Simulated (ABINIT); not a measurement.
# How the form of the self-energy moves the gap of CaAlSiH (P3m1), part 2 of 2

Aim: compare treatments of exchange, screening and correlation for the gap of CaAlSiH (P3m1).

ABINIT 10.8.3; LDA and many-body steps on it, plane waves. Known limits of the many-body steps: not at the basis limit; coarse k mesh.

So far. Step 5 (G0W0, Hybertsen-Louie plasmon pole): Against G0W0 in ABINIT (3×3×4 mesh, 61 bands, screening to 122.5 eV, Godby-Needs plasmon pole), the gap moves by −0.043 eV. Step 6 (G0W0, von der Linden-Horsch plasmon pole): Against G0W0 in ABINIT (3×3×4 mesh, 61 bands, screening to 122.5 eV, Godby-Needs plasmon pole), the gap moves by −0.014 eV.

## (7) G0W0, Engel-Farid plasmon pole

Level of this step: G0W0 on LDA, plane waves, norm-conserving pseudopotentials (ABINIT).

The input, run.abi:

```
acell 3*1.0 Angstrom
rprim 
  4.143280229474 0.000000000031 0.000000000000
  -2.071640114764 3.588185933707 0.000000000000
  0.000000000000 0.000000000000 4.698226000000
ntypat 4
znucl 20 13 14 1
natom 4
typat 1 2 3 4
xred 
  0.000000000000 0.000000000000 0.999921000000
  0.666666666667 0.333333333333 0.457112000000
  0.333333333333 0.666666666667 0.565892000000
  0.666666666667 0.333333333333 0.083775000000
pp_dirpath "pseudos"
pseudos "Ca.upf, Al.upf, Si.upf, H.upf"
ecut 31
ngkpt 3 3 4
nshiftk 1
shiftk 0 0 0
kptopt 1
chksymbreak 0
istwfk *1
occopt 1
irdwfk 1
optdriver 4
nband 61
gwcalctyp 0
ecutsigx 31
symsigma 1
nkptgw 3
kptgw 
  0.0000000000 0.0000000000 0.5000000000
  -0.3333333333 0.0000000000 0.2500000000
  0.0000000000 0.0000000000 0.0000000000
bdgw 
  7 11
  8 11
  8 12
ecuteps 4.5
irdscr 1
ppmodel 4
indata_prefix "in"
outdata_prefix "out"
tmpdata_prefix "tmp"
```

Run with:

```sh
$ OMP_NUM_THREADS=1 mpirun -n 4 abinit run.abi > log
```

Numbers of over 12 decimals in the logs are rounded to 6 here.

The program printed:

```text
.Version 10.8.3 of ABINIT. v10.8.2 released Aug 2026.

 Symmetries : space group P3 m 1 (#156); Bravais hP (primitive hexag.)
[... echo of the input left out ...]
== DATASET  1 ==================================================================
-   mpi_nproc: 4, omp_nthreads: 1 (-1 if OMP is not activated)

--- !DatasetInfo
iteration_state: {dtset: 1, }
dimensions: {natom: 4, nkpt: 10, mband: 61, nsppol: 1, nspinor: 1, nspden: 1, mpw: 3898, }
cutoff_energies: {ecut:  31.0, pawecutdg:  -1.0, }
[...]
Band     E0 <VxcDFT>   SigX SigC(E0)      Z dSigC/dE  Sig(E)    E-E0       E
[...]
11   8.078 -10.036  -5.351  -4.094   0.776  -0.288  -9.577   0.459   8.537
       12   8.078 -10.036  -5.351  -4.094   0.776  -0.288  -9.577   0.459   8.537

== END DATASET(S) ==============================================================
================================================================================

 -outvars: echo values of variables after computation  --------
           etotal      0.0000000000E+00
            nband          61
             nkpt          10
          spgroup         156
 [... the other variables as echoed above ...]

 Calculation completed.
```

Wall time 10 s (4 MPI ranks of Arm Neoverse N1, shared host); peak memory 0.59 GiB.

Numbers from this step:

- G0W0 gap on the points computed: 1.184 eV
- starting gap on the mesh: 0.5333 eV
- k of the valence top: 0, 0, 0.5
- k of the conduction bottom: -0.3333, 0, 0.25
- least direct G0W0 gap on the computed points: 2.249 eV

Against G0W0 in ABINIT (3×3×4 mesh, 61 bands, screening to 122.5 eV, Godby-Needs plasmon pole), the gap moves by −0.004 eV.

## (8) One-shot SEX

This step: one-shot SEX on LDA, plane waves, norm-conserving pseudopotentials.

run.abi: that of step 7 with these lines changed.

```diff
@@ -27,3 +27,3 @@
 nband 61
-gwcalctyp 0
+gwcalctyp 6
 ecutsigx 31
@@ -41,3 +41,2 @@
 irdscr 1
-ppmodel 4
 indata_prefix "in"
```

The program printed:

```text
.Version 10.8.3 of ABINIT. v10.8.2 released Aug 2026.

 Symmetries : space group P3 m 1 (#156); Bravais hP (primitive hexag.)
[... echo of the input left out ...]
== DATASET  1 ==================================================================
-   mpi_nproc: 4, omp_nthreads: 1 (-1 if OMP is not activated)

--- !DatasetInfo
iteration_state: {dtset: 1, }
dimensions: {natom: 4, nkpt: 10, mband: 61, nsppol: 1, nspinor: 1, nspden: 1, mpw: 3898, }
cutoff_energies: {ecut:  31.0, pawecutdg:  -1.0, }
[...]
Band     E0 <VxcDFT>   SigX SigC(E0)      Z dSigC/dE  Sig(E)    E-E0       E
[...]
11   8.078 -10.036  -5.351   2.976   1.000   0.000  -2.375   7.661  15.739
       12   8.078 -10.036  -5.351   2.976   1.000   0.000  -2.375   7.661  15.739

== END DATASET(S) ==============================================================
================================================================================

 -outvars: echo values of variables after computation  --------
           etotal      0.0000000000E+00
            nband          61
             nkpt          10
          spgroup         156
 [... the other variables as echoed above ...]

 Calculation completed.
```

It took 5.9 s on 4 MPI ranks; peak memory 0.2 GiB.

This step gave:

```yaml
quasiparticle_gap_on_the_points_computed: 0.7470 eV
starting_gap_on_the_mesh: 0.5333 eV
k_of_the_valence_top: 0, 0, 0.5
k_of_the_conduction_bottom: -0.3333, 0, 0.25
least_direct_quasiparticle_gap_on_the_computed_points: 2.115 eV
```

Against G0W0 in ABINIT (3×3×4 mesh, 61 bands, screening to 122.5 eV, Godby-Needs plasmon pole), the gap moves by −0.441 eV.

## (9) One-shot COHSEX

This step: one-shot COHSEX on LDA, plane waves, norm-conserving pseudopotentials.

run.abi: that of step 8 with these lines changed.

```diff
@@ -27,3 +27,3 @@
 nband 61
-gwcalctyp 6
+gwcalctyp 7
 ecutsigx 31
```

The program printed:

```text
.Version 10.8.3 of ABINIT. v10.8.2 released Aug 2026.

 Symmetries : space group P3 m 1 (#156); Bravais hP (primitive hexag.)
[... echo of the input left out ...]
== DATASET  1 ==================================================================
-   mpi_nproc: 4, omp_nthreads: 1 (-1 if OMP is not activated)

--- !DatasetInfo
iteration_state: {dtset: 1, }
dimensions: {natom: 4, nkpt: 10, mband: 61, nsppol: 1, nspinor: 1, nspden: 1, mpw: 3898, }
cutoff_energies: {ecut:  31.0, pawecutdg:  -1.0, }
[...]
Band     E0 <VxcDFT>   SigX SigC(E0)      Z dSigC/dE  Sig(E)    E-E0       E
[...]
11   8.078 -10.036  -5.351  -5.876   1.000   0.000 -11.226  -1.190   6.887
       12   8.078 -10.036  -5.351  -5.876   1.000   0.000 -11.226  -1.190   6.887

== END DATASET(S) ==============================================================
================================================================================

 -outvars: echo values of variables after computation  --------
           etotal      0.0000000000E+00
            nband          61
             nkpt          10
          spgroup         156
 [... the other variables as echoed above ...]

 Calculation completed.
```

The job ended after 6 s (4 MPI ranks; peak memory 0.2 GiB).

This step gave:

- quasiparticle gap on the points computed: 1.5 eV
- starting gap on the mesh: 0.5333 eV
- k of the valence top: 0, 0, 0.5
- k of the conduction bottom: -0.3333, 0, 0.25
- least direct quasiparticle gap on the computed points: 2.515 eV

Against G0W0 in ABINIT (3×3×4 mesh, 61 bands, screening to 122.5 eV, Godby-Needs plasmon pole), the gap moves by +0.312 eV.

## (10) One-shot Hartree-Fock

This step: one-shot Hartree-Fock on LDA, plane waves, norm-conserving pseudopotentials.

run.abi: that of step 9 with these lines changed.

```diff
@@ -26,4 +26,4 @@
 optdriver 4
-nband 61
-gwcalctyp 7
+nband 13
+gwcalctyp 5
 ecutsigx 31
@@ -39,4 +39,4 @@
   8 12
-ecuteps 4.5
-irdscr 1
+ixc_sigma 40
+fftgw 31
 indata_prefix "in"
```

The program printed:

```text
.Version 10.8.3 of ABINIT. v10.8.2 released Aug 2026.

 Symmetries : space group P3 m 1 (#156); Bravais hP (primitive hexag.)
[... echo of the input left out ...]
== DATASET  1 ==================================================================
-   mpi_nproc: 4, omp_nthreads: 1 (-1 if OMP is not activated)

--- !DatasetInfo
iteration_state: {dtset: 1, }
dimensions: {natom: 4, nkpt: 10, mband: 13, nsppol: 1, nspinor: 1, nspden: 1, mpw: 3898, }
cutoff_energies: {ecut:  31.0, pawecutdg:  -1.0, }
[...]
Band     E0 <VxcDFT>   SigX SigC(E0)      Z dSigC/dE  Sig(E)    E-E0       E
[...]
11   8.078 -10.036  -5.351   0.000   1.000   0.000  -5.351   4.685  12.763
       12   8.078 -10.036  -5.351   0.000   1.000   0.000  -5.351   4.685  12.763

== END DATASET(S) ==============================================================
================================================================================

 -outvars: echo values of variables after computation  --------
           etotal      0.0000000000E+00
            nband          13
             nkpt          10
          spgroup         156
 [... the other variables as echoed above ...]

 Calculation completed.
```

Run time: 5.6 s. Hardware: 4 MPI ranks; peak memory 0.2 GiB.

This step gave:

| Item | Value |
| --- | --- |
| quasiparticle gap on the points computed | 5.844 eV |
| starting gap on the mesh | 0.5333 eV |
| k of the valence top | 0, 0, 0.5 |
| k of the conduction bottom | -0.3333, 0, 0.25 |
| least direct quasiparticle gap on the computed points | 6.895 eV |

Against G0W0 in ABINIT (3×3×4 mesh, 61 bands, screening to 122.5 eV, Godby-Needs plasmon pole), the gap moves by +4.656 eV.

## (11) Side by side

Times are wall times on 4 MPI ranks of Arm Neoverse N1, shared host, good to a factor of about two. A run's time includes the screening step that it read.

| run | mesh | bands | screening cutoff (eV) | DFT gap (eV) | gap on the mesh (eV) | direct (eV) | ε∞ used | time |
| --- | --- | --- | --- | --- | --- | --- | --- | --- |
| G0W0, Godby-Needs plasmon pole | 3×3×4 | 61 | 122.5 | 0.533 | 1.188 | 2.235 | 22.08 | 42 s |
| G0W0, Hybertsen-Louie plasmon pole | 3×3×4 | 61 | 122.5 | 0.533 | 1.145 | 2.226 | 22.08 | 41 s |
| G0W0, von der Linden-Horsch plasmon pole | 3×3×4 | 61 | 122.5 | 0.533 | 1.174 | 2.274 | 22.08 | 33 s |
| G0W0, Engel-Farid plasmon pole | 3×3×4 | 61 | 122.5 | 0.533 | 1.184 | 2.249 | 22.08 | 33 s |
| one-shot SEX | 3×3×4 | 61 | 122.5 | 0.533 | 0.747 | 2.115 | 22.08 | 29 s |
| one-shot COHSEX | 3×3×4 | 61 | 122.5 | 0.533 | 1.500 | 2.515 | 22.08 | 29 s |
| one-shot Hartree-Fock | 3×3×4 | - | - | 0.533 | 5.844 | 6.895 | - | 5.6 s |

## (12) What came out

| Property | Result |
| --- | --- |
| G0W0, Godby-Needs plasmon pole | 1.188 eV |
| G0W0, Hybertsen-Louie plasmon pole | 1.145 eV |
| G0W0, von der Linden-Horsch plasmon pole | 1.174 eV |
| G0W0, Engel-Farid plasmon pole | 1.184 eV |
| one-shot SEX | 0.747 eV |
| one-shot COHSEX | 1.500 eV |
| one-shot Hartree-Fock | 5.844 eV |
| known limits | not at the basis limit; coarse k mesh |

**Reading.** G0W0, Hybertsen-Louie plasmon pole: −0.043 eV against G0W0, Godby-Needs plasmon pole. G0W0, von der Linden-Horsch plasmon pole: −0.014 eV against G0W0, Godby-Needs plasmon pole. G0W0, Engel-Farid plasmon pole: −0.004 eV against G0W0, Godby-Needs plasmon pole. One-shot SEX: −0.441 eV against G0W0, Godby-Needs plasmon pole. One-shot COHSEX: +0.312 eV against G0W0, Godby-Needs plasmon pole. One-shot Hartree-Fock: +4.656 eV against G0W0, Godby-Needs plasmon pole. Bare exchange alone opens the gap to 5.84 eV; against G0W0, correlation takes back 4.66 eV. Static COHSEX lies above G0W0: it lacks the factor Z and overstates the Coulomb hole of the filled states. Bands and cutoff are finite, so the gap is not at the basis limit. The miss can reach some tenths of an eV and take either sign; the mesh is an error of its own. In the G0W0 runs levels were corrected at 3 k points alone, so a gap called «on the mesh» is the least over those, and an edge elsewhere would be missed. The 3×3×4 mesh is coarse for this cell, which bears on the long-range parts of exchange and screening.

[Paths, hosts, dates, memory and timing lines, banners, echoed tables and standing remarks are left out of the program output.]

[Logs are printed without paths, hosts, clocks, repeated set-up lines and the standing remarks that a program may print on its own settings, such as how far it seeks lower states.]

[Runs of the session that timed out or met a known fault of the program may be left out.]

[Hosts, paths, dates, database ids (printed as entryN), source tags and the programs' standing remarks are cut or masked in the printed files.]

[G0W0 gaps are taken among the corrected bands and points alone; a level outside them can change the order at an edge.]

[Where Ansatz stands beside ABINIT at settings called matched, ABINIT's density can come from a denser mesh and the files from another edition; pairs whose starting gaps differed by over 0.03 eV were left out, so agreement reads better than it is.]
